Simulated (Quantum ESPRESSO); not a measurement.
# Optical response of AlN, part 2 of 3

Aim: the dielectric function of AlN, and the optical constants that follow from it. The cell comes from an older database entry, whose edges can differ from later determinations, mostly by under a per cent.

Quantum ESPRESSO 7.5; DFT, PBE, plane waves with norm-conserving potentials (PseudoDojo), scalar-relativistic, independent-particle optical response without local fields and without the non-local commutator.

So far. Step 2 (Ground state): There is a gap, 4.22 eV on this mesh (points off the mesh can give less), so no carriers' term is needed.

The database entry behind the starting cell differs from later determinations by our own check (inner coordinate u about 0.002 short), so it need not match the best structure at ambient conditions.

## Step 3: Ground state with the final occupations

Level of this step: DFT, PBE, plane waves with norm-conserving potentials (PseudoDojo), scalar-relativistic, ground state (Quantum ESPRESSO).

The ground state once more, with the occupations that the first run showed to fit.

scf.in

```
&control
  calculation = 'scf'
  prefix = 'x'
  outdir = './tmp'
  pseudo_dir = './'
  verbosity = 'high'
/
&system
  ibrav = 0
  nat = 4
  ntyp = 2
  ecutwfc = 90
  occupations = 'fixed'
/
&electrons
  conv_thr = 1e-09
  electron_maxstep = 100
/
ATOMIC_SPECIES
  Al 1.0 Al.upf
  N 1.0 N.upf
CELL_PARAMETERS angstrom
  3.113000000011 0.000000000000 0.000000000000
  -1.556500000006 2.695937081990 0.000000000000
  0.000000000000 0.000000000000 4.981000000000
ATOMIC_POSITIONS crystal
  Al 0.666666666667 0.333333333333 0.500000000000
  Al 0.333333333333 0.666666666667 0.000000000000
  N 0.666666666667 0.333333333333 0.880000000000
  N 0.333333333333 0.666666666667 0.380000000000
K_POINTS automatic
  8 8 5 0 0 0
```

Run with:

```console
> mpirun -n 4 pw.x -nk 4 -in scf.in
```

Log:

```text
[banner, memory and clock lines left out]

     using ibrav=0 with symmetry is DISCOURAGED, use correct ibrav instead

     G-vector sticks info

     bravais-lattice index     =            0
     lattice parameter (alat)  =       5.8827  a.u.
     unit-cell volume          =     282.0993 (a.u.)^3
     number of atoms/cell      =            4
     number of atomic types    =            2
     number of electrons       =        16.00
     number of Kohn-Sham states=            8
     kinetic-energy cutoff     =      90.0000  Ry
     charge density cutoff     =     360.0000  Ry
     scf convergence threshold =      1.0E-09
     mixing beta               =       0.7000
     number of iterations used =            8  plain     mixing
     Exchange-correlation= PBE
                           (   1   4   3   4   0   0   0)

     celldm(1)=   5.882717  celldm(2)=   0.000000  celldm(3)=   0.000000
     celldm(4)=   0.000000  celldm(5)=   0.000000  celldm(6)=   0.000000

     crystal axes: (cart. coord. in units of alat)
               a(1) = (   1.000000   0.000000   0.000000 )
               a(2) = (  -0.500000   0.866025   0.000000 )
               a(3) = (   0.000000   0.000000   1.600064 )

     reciprocal axes: (cart. coord. in units 2 pi/alat)
               b(1) = (  1.000000  0.577350 -0.000000 )
               b(2) = (  0.000000  1.154701  0.000000 )
               b(3) = (  0.000000 -0.000000  0.624975 )

     ./Al.upf
     Pseudo is Norm-conserving + core correction, Zval =  3.0
     Generated using ONCVPSP code by D. R. Hamann
     Using radial grid of 1876 points,  6 beta functions with:
                l(1) =   0
                l(2) =   0
                l(3) =   1
                l(4) =   1
                l(5) =   2
                l(6) =   2

     ./N.upf
     Pseudo is Norm-conserving + core correction, Zval =  5.0
     Generated using ONCVPSP code by D. R. Hamann
     Using radial grid of 1058 points,  4 beta functions with:
                l(1) =   0
                l(2) =   0
                l(3) =   1
                l(4) =   1

     atomic species   valence    mass     pseudopotential
     Al                3.00     1.00000     Al( 1.00)
     N                 5.00     1.00000     N ( 1.00)

     12 Sym. Ops. (no inversion) found ( 6 have fractional translation)

                                    s                        frac. trans.

     [... symmetry matrices left out ...]
   Cartesian axes

     site n.     atom                  positions (alat units)
         1        Al     tau(   1) = (   0.5000000   0.2886751   0.8000321  )
         2        Al     tau(   2) = (  -0.0000000   0.5773503   0.0000000  )
         3        N      tau(   3) = (   0.5000000   0.2886751   1.4080565  )
         4        N      tau(   4) = (  -0.0000000   0.5773503   0.6080244  )

   Crystallographic axes

     site n.     atom                  positions (cryst. coord.)
         1        Al     tau(   1) = (  0.6666667  0.3333333  0.5000000  )
         2        Al     tau(   2) = (  0.3333333  0.6666667  0.0000000  )
         3        N      tau(   3) = (  0.6666667  0.3333333  0.8800000  )
         4        N      tau(   4) = (  0.3333333  0.6666667  0.3800000  )

     number of k points=    30
                       cart. coord. in units 2pi/alat
        k(    1) = (   0.0000000   0.0000000   0.0000000), wk =   0.0062500
        k(    2) = (   0.0000000   0.0000000   0.1249950), wk =   0.0125000
        k(    3) = (   0.0000000   0.0000000   0.2499900), wk =   0.0125000
        k(    4) = (   0.0000000   0.1443376   0.0000000), wk =   0.0375000
        k(    5) = (   0.0000000   0.1443376   0.1249950), wk =   0.0750000
        k(    6) = (   0.0000000   0.1443376   0.2499900), wk =   0.0750000
        k(    7) = (   0.0000000   0.2886751   0.0000000), wk =   0.0375000
        k(    8) = (   0.0000000   0.2886751   0.1249950), wk =   0.0750000
        k(    9) = (   0.0000000   0.2886751   0.2499900), wk =   0.0750000
        k(   10) = (   0.0000000   0.4330127   0.0000000), wk =   0.0375000
        k(   11) = (   0.0000000   0.4330127   0.1249950), wk =   0.0750000
        k(   12) = (   0.0000000   0.4330127   0.2499900), wk =   0.0750000
        k(   13) = (   0.0000000  -0.5773503   0.0000000), wk =   0.0187500
        k(   14) = (   0.0000000  -0.5773503   0.1249950), wk =   0.0375000
        k(   15) = (   0.0000000  -0.5773503   0.2499900), wk =   0.0375000
        k(   16) = (   0.1250000   0.2165064   0.0000000), wk =   0.0375000
[...]
cryst. coord.
[...]
k(   23) = (   0.1250000   0.3750000   0.2000000), wk =   0.1500000
        k(   24) = (   0.1250000   0.3750000   0.4000000), wk =   0.1500000
        k(   25) = (   0.2500000   0.2500000   0.0000000), wk =   0.0375000
        k(   26) = (   0.2500000   0.2500000   0.2000000), wk =   0.0750000
        k(   27) = (   0.2500000   0.2500000   0.4000000), wk =   0.0750000
        k(   28) = (   0.2500000   0.3750000   0.0000000), wk =   0.0375000
        k(   29) = (   0.2500000   0.3750000   0.2000000), wk =   0.0750000
        k(   30) = (   0.2500000   0.3750000   0.4000000), wk =   0.0750000

     Dense  grid:    32547 G-vectors     FFT dimensions: (  36,  36,  60)

     Initial potential from superposition of free atoms

     starting charge      15.9951, renormalised to      16.0000
     Starting wfcs are   16 randomized atomic wfcs

     Self-consistent Calculation

     iteration #  1     ecut=    90.00 Ry     beta= 0.70
     Davidson diagonalization with overlap

            57 MiB given to the printing process from OS
            27 MiB allocation reported by mallinfo(arena+hblkhd)
------------------
     ethr =  1.00E-02,  avg # of iterations =  2.0

     total energy              =     -50.66502802 Ry
     estimated scf accuracy    <       1.21064521 Ry

     iteration #  2     ecut=    90.00 Ry     beta= 0.70
     Davidson diagonalization with overlap

            69 MiB given to the printing process from OS
            38 MiB allocation reported by mallinfo(arena+hblkhd)
------------------
     ethr =  7.57E-03,  avg # of iterations =  2.0

     total energy              =     -51.07717247 Ry
     estimated scf accuracy    <       0.69665512 Ry

     iteration #  3     ecut=    90.00 Ry     beta= 0.70
     Davidson diagonalization with overlap

            70 MiB given to the printing process from OS
            39 MiB allocation reported by mallinfo(arena+hblkhd)
------------------
     ethr =  4.35E-03,  avg # of iterations =  2.0

     total energy              =     -51.15072160 Ry
     estimated scf accuracy    <       0.02844230 Ry

     iteration #  4     ecut=    90.00 Ry     beta= 0.70
     Davidson diagonalization with overlap

            71 MiB given to the printing process from OS
            40 MiB allocation reported by mallinfo(arena+hblkhd)
------------------
     ethr =  1.78E-04,  avg # of iterations =  3.8

     total energy              =     -51.17397881 Ry
     estimated scf accuracy    <       0.05807862 Ry

     iteration #  5     ecut=    90.00 Ry     beta= 0.70
     Davidson diagonalization with overlap

            72 MiB given to the printing process from OS
            41 MiB allocation reported by mallinfo(arena+hblkhd)
------------------
     ethr =  1.78E-04,  avg # of iterations =  2.0

     total energy              =     -51.17402723 Ry
     estimated scf accuracy    <       0.00925664 Ry

     iteration #  6     ecut=    90.00 Ry     beta= 0.70
     Davidson diagonalization with overlap

            73 MiB given to the printing process from OS
            42 MiB allocation reported by mallinfo(arena+hblkhd)
------------------
     ethr =  5.79E-05,  avg # of iterations =  2.4

     total energy              =     -51.17739508 Ry
     estimated scf accuracy    <       0.00004777 Ry

     iteration #  7     ecut=    90.00 Ry     beta= 0.70
     Davidson diagonalization with overlap

            74 MiB given to the printing process from OS
            43 MiB allocation reported by mallinfo(arena+hblkhd)
------------------
     ethr =  2.99E-07,  avg # of iterations =  6.3

     total energy              =     -51.17691726 Ry
     estimated scf accuracy    <       0.00295331 Ry

     iteration #  8     ecut=    90.00 Ry     beta= 0.70
     Davidson diagonalization with overlap

            75 MiB given to the printing process from OS
            44 MiB allocation reported by mallinfo(arena+hblkhd)
------------------
     ethr =  2.99E-07,  avg # of iterations =  4.9

     total energy              =     -51.17709750 Ry
     estimated scf accuracy    <       0.00022474 Ry

     iteration #  9     ecut=    90.00 Ry     beta= 0.70
     Davidson diagonalization with overlap

            76 MiB given to the printing process from OS
            45 MiB allocation reported by mallinfo(arena+hblkhd)
------------------
     ethr =  2.99E-07,  avg # of iterations =  3.2

     total energy              =     -51.17716372 Ry
     estimated scf accuracy    <       0.00000586 Ry

     iteration # 10     ecut=    90.00 Ry     beta= 0.70
     Davidson diagonalization with overlap

            77 MiB given to the printing process from OS
            46 MiB allocation reported by mallinfo(arena+hblkhd)
------------------
     ethr =  3.66E-08,  avg # of iterations =  2.0

     total energy              =     -51.17716295 Ry
     estimated scf accuracy    <       0.00000345 Ry

     iteration # 11     ecut=    90.00 Ry     beta= 0.70
     Davidson diagonalization with overlap

            77 MiB given to the printing process from OS
            46 MiB allocation reported by mallinfo(arena+hblkhd)
------------------
     ethr =  2.16E-08,  avg # of iterations =  2.0

     total energy              =     -51.17716319 Ry
     estimated scf accuracy    <       0.00000043 Ry

     iteration # 12     ecut=    90.00 Ry     beta= 0.70
     Davidson diagonalization with overlap

            77 MiB given to the printing process from OS
            46 MiB allocation reported by mallinfo(arena+hblkhd)
------------------
     ethr =  2.70E-09,  avg # of iterations =  2.6

     total energy              =     -51.17716327 Ry
     estimated scf accuracy    <       0.00000003 Ry

     iteration # 13     ecut=    90.00 Ry     beta= 0.70
     Davidson diagonalization with overlap

            77 MiB given to the printing process from OS
            46 MiB allocation reported by mallinfo(arena+hblkhd)
------------------
     ethr =  2.16E-10,  avg # of iterations =  4.8

     total energy              =     -51.17716332 Ry
     estimated scf accuracy    <       0.00000006 Ry

     iteration # 14     ecut=    90.00 Ry     beta= 0.70
     Davidson diagonalization with overlap

            77 MiB given to the printing process from OS
            46 MiB allocation reported by mallinfo(arena+hblkhd)
------------------
     ethr =  2.16E-10,  avg # of iterations =  1.0

     total energy              =     -51.17716330 Ry
     estimated scf accuracy    <       0.00000006 Ry

     iteration # 15     ecut=    90.00 Ry     beta= 0.70
     Davidson diagonalization with overlap

            77 MiB given to the printing process from OS
            46 MiB allocation reported by mallinfo(arena+hblkhd)
------------------
     ethr =  2.16E-10,  avg # of iterations =  2.0

     total energy              =     -51.17716330 Ry
     estimated scf accuracy    <          4.0E-09 Ry

     iteration # 16     ecut=    90.00 Ry     beta= 0.70
     Davidson diagonalization with overlap

            77 MiB given to the printing process from OS
            46 MiB allocation reported by mallinfo(arena+hblkhd)
------------------
     ethr =  2.48E-11,  avg # of iterations =  2.2

     End of self-consistent calculation

          k = 0.0000 0.0000 0.0000 (  4031 PWs)   bands (ev):

    -8.0387  -5.8879   1.1319   6.2749   6.2749   6.9262   6.9262   7.1062

     occupation numbers
     1.0000   1.0000   1.0000   1.0000   1.0000   1.0000   1.0000   1.0000

          k = 0.0000 0.0000 0.1250 (  4067 PWs)   bands (ev):

    -7.8860  -6.1795   1.6577   6.2839   6.3339   6.3339   6.8607   6.8607

     occupation numbers
     1.0000   1.0000   1.0000   1.0000   1.0000   1.0000   1.0000   1.0000

          k = 0.0000 0.0000 0.2500 (  4078 PWs)   bands (ev):

    -7.4510  -6.8172   2.9751   4.6534   6.4914   6.4914   6.6926   6.6926

     occupation numbers
     1.0000   1.0000   1.0000   1.0000   1.0000   1.0000   1.0000   1.0000

          k = 0.0000 0.1443 0.0000 (  4055 PWs)   bands (ev):

    -7.8415  -5.7786   1.3675   5.4061   6.0316   6.1033   6.8885   7.0159

     occupation numbers
     1.0000   1.0000   1.0000   1.0000   1.0000   1.0000   1.0000   1.0000

          k = 0.0000 0.1443 0.1250 (  4048 PWs)   bands (ev):

    -7.6928  -6.0525   1.8419   5.4497   5.7298   6.1059   6.7460   6.7982

     occupation numbers
     1.0000   1.0000   1.0000   1.0000   1.0000   1.0000   1.0000   1.0000

          k = 0.0000 0.1443 0.2500 (  4050 PWs)   bands (ev):

    -7.2704  -6.6595   3.0148   4.4312   5.8664   6.2915   6.3072   6.5711

     occupation numbers
     1.0000   1.0000   1.0000   1.0000   1.0000   1.0000   1.0000   1.0000

     [... further k points left out ...]

     highest occupied level (ev):     7.1062

!    total energy              =     -51.17716330 Ry
     estimated scf accuracy    <          7.1E-10 Ry

     The total energy is the sum of the following terms:
     one-electron contribution =      -2.07185386 Ry
     hartree contribution      =      11.37781313 Ry
     xc contribution           =     -16.99667429 Ry
     ewald contribution        =     -43.48644828 Ry

     convergence has been achieved in  16 iterations

     XML data file, charge density, pseudopotentials, collected wavefunctions

                                        0.00s GPU  (     485 calls)
```

It took 7.4 s on 4 MPI ranks of Arm Neoverse V2, shared host; peak memory 0.08 GiB; 29 s of CPU time.

## Step 4: Bands on the whole mesh, 12×12×7

The response needs many more empty bands than the density does.

This step: DFT, PBE, plane waves with norm-conserving potentials (PseudoDojo), scalar-relativistic, bands at fixed density (Quantum ESPRESSO 7.5).

nscf.in, as its differences from scf.in of step 3:

```diff
@@ -1,3 +1,3 @@
 &control
-  calculation = 'scf'
+  calculation = 'nscf'
   prefix = 'x'
@@ -5,3 +5,2 @@
   pseudo_dir = './'
-  verbosity = 'high'
 /
@@ -13,2 +12,5 @@
   occupations = 'fixed'
+  nbnd = 26
+  nosym = .true.
+  noinv = .true.
 /
@@ -17,2 +19,3 @@
   electron_maxstep = 100
+  diago_full_acc = .true.
 /
@@ -31,2 +34,2 @@
 K_POINTS automatic
-  8 8 5 0 0 0
+  12 12 7 0 0 0
```

Run with:

```console
> mpirun -n 4 pw.x -nk 4 -in nscf.in
```

Log:

```text
[banner, memory and clock lines left out]

     Atomic positions and unit cell read from directory:

     G-vector sticks info

     bravais-lattice index     =            0
     lattice parameter (alat)  =       5.8827  a.u.
     unit-cell volume          =     282.0993 (a.u.)^3
     number of atoms/cell      =            4
     number of atomic types    =            2
     number of electrons       =        16.00
     number of Kohn-Sham states=           26
     kinetic-energy cutoff     =      90.0000  Ry
     charge density cutoff     =     360.0000  Ry
     Exchange-correlation= PBE
                           (   1   4   3   4   0   0   0)

     celldm(1)=   5.882717  celldm(2)=   0.000000  celldm(3)=   0.000000
     celldm(4)=   0.000000  celldm(5)=   0.000000  celldm(6)=   0.000000

     crystal axes: (cart. coord. in units of alat)
               a(1) = (   1.000000   0.000000   0.000000 )
               a(2) = (  -0.500000   0.866025   0.000000 )
               a(3) = (   0.000000   0.000000   1.600064 )

     reciprocal axes: (cart. coord. in units 2 pi/alat)
               b(1) = (  1.000000  0.577350 -0.000000 )
               b(2) = (  0.000000  1.154701  0.000000 )
               b(3) = (  0.000000 -0.000000  0.624975 )

     ./Al.upf
     Pseudo is Norm-conserving + core correction, Zval =  3.0
     Generated using ONCVPSP code by D. R. Hamann
     Using radial grid of 1876 points,  6 beta functions with:
                l(1) =   0
                l(2) =   0
                l(3) =   1
                l(4) =   1
                l(5) =   2
                l(6) =   2

     ./N.upf
     Pseudo is Norm-conserving + core correction, Zval =  5.0
     Generated using ONCVPSP code by D. R. Hamann
     Using radial grid of 1058 points,  4 beta functions with:
                l(1) =   0
                l(2) =   0
                l(3) =   1
                l(4) =   1

     atomic species   valence    mass     pseudopotential
     Al                3.00     1.00000     Al( 1.00)
     N                 5.00     1.00000     N ( 1.00)

     No symmetry found

   Cartesian axes

     site n.     atom                  positions (alat units)
         1        Al     tau(   1) = (   0.5000000   0.2886751   0.8000321  )
         2        Al     tau(   2) = (  -0.0000000   0.5773503   0.0000000  )
         3        N      tau(   3) = (   0.5000000   0.2886751   1.4080565  )
         4        N      tau(   4) = (  -0.0000000   0.5773503   0.6080244  )

     number of k points=  1008

     Number of k-points >= 100: set verbosity='high' to print them.

     Dense  grid:    32547 G-vectors     FFT dimensions: (  36,  36,  60)

     The potential is recalculated from file :

     Starting wfcs are   16 randomized atomic wfcs +   10 random wfcs

     Band Structure Calculation
     Davidson diagonalization with overlap

     ethr =  6.25E-12,  avg # of iterations = 53.1

     End of band structure calculation

     Number of k-points >= 100: set verbosity='high' to print the bands.

     highest occupied, lowest unoccupied level (ev):     7.1060   11.3269

     XML data file, pseudopotentials, collected wavefunctions

                                        0.00s GPU  (   14192 calls)

[... left out ...]
ulation
     Davidson diagonalization with overlap

     ethr =  6.25E-12,  avg # of iterations = 53.1

     End of band structure calculation

     Number of k-points >= 100: set verbosity='high' to print the bands.

     highest occupied, lowest unoccupied level (ev):     7.1060   11.3269

     XML data file, pseudopotentials, collected wavefunctions

                                        0.00s GPU  (   14192 calls)
```

Run time: 5.6 min. Hardware: 4 MPI ranks; peak memory 0.06 GiB; 22 min of CPU time.

[end of part 2 of 3]

[Machine, clock, banner and «Message from routine» lines are left out of the logs.]

[Logs are printed without paths, hosts, clocks, repeated set-up lines and the standing remarks that a program may print on its own settings, such as how far it seeks lower states.]

[Hosts, paths, dates, database ids (printed as entryN), source tags and the programs' standing remarks are cut or masked in the printed files.]
